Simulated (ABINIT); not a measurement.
An input for ABINIT 10.8.3 (CsCdCl3 (Pm-3m)):

```
acell 3*1.0 Angstrom
rprim 
  5.200000000000 0.000000000000 0.000000000000
  0.000000000000 5.200000000000 0.000000000000
  0.000000000000 0.000000000000 5.200000000000
ntypat 3
znucl 55 48 17
natom 5
typat 1 2 3 3 3
xred 
  0.000000000000 0.000000000000 0.000000000000
  0.500000000000 0.500000000000 0.500000000000
  0.000000000000 0.500000000000 0.500000000000
  0.500000000000 0.000000000000 0.500000000000
  0.500000000000 0.500000000000 0.000000000000
pp_dirpath "pseudos"
pseudos "Cs.upf, Cd.upf, Cl.upf"
ecut 47
ngkpt 2 2 2
nshiftk 1
shiftk 0 0 0
kptopt 1
chksymbreak 0
istwfk *1
occopt 1
irdwfk 1
optdriver 3
nband 196
ecuteps 4.8
inclvkb 2
awtr 1
symchi 1
gwcalctyp 10
mbpt_sciss 3.195 eV
nqptdm 1
qptdm 
  0 0 0
indata_prefix "in"
outdata_prefix "out"
tmpdata_prefix "tmp"
```

The database entry behind the starting cell is an old determination (1928), so it need not match the best structure at ambient conditions.

```sh
OMP_NUM_THREADS=1 mpirun -n 4 abinit run.abi > log
```

Q: How long will it take on 4 MPI ranks of Arm Neoverse V1, shared host, and how much memory?

It took 64 s; on shared hardware allow 32 s to 2.1 min. Peak host memory was 2.3 GiB.

[Paths, hosts, dates, memory and timing lines, banners, echoed tables and standing remarks are left out of the program output.]

[Logs are printed without paths, hosts, clocks, repeated set-up lines and the standing remarks that a program may print on its own settings, such as how far it seeks lower states.]

[Runs of the session that timed out or met a known fault of the program may be left out.]

[Hosts, paths, dates, database ids (printed as entryN), source tags and the programs' standing remarks are cut or masked in the printed files.]

[G0W0 gaps are taken among the corrected bands and points alone; a level outside them can change the order at an edge.]

[Where Ansatz stands beside ABINIT at settings called matched, ABINIT's density can come from a denser mesh and the files from another edition; pairs whose starting gaps differed by over 0.03 eV were left out, so agreement reads better than it is.]
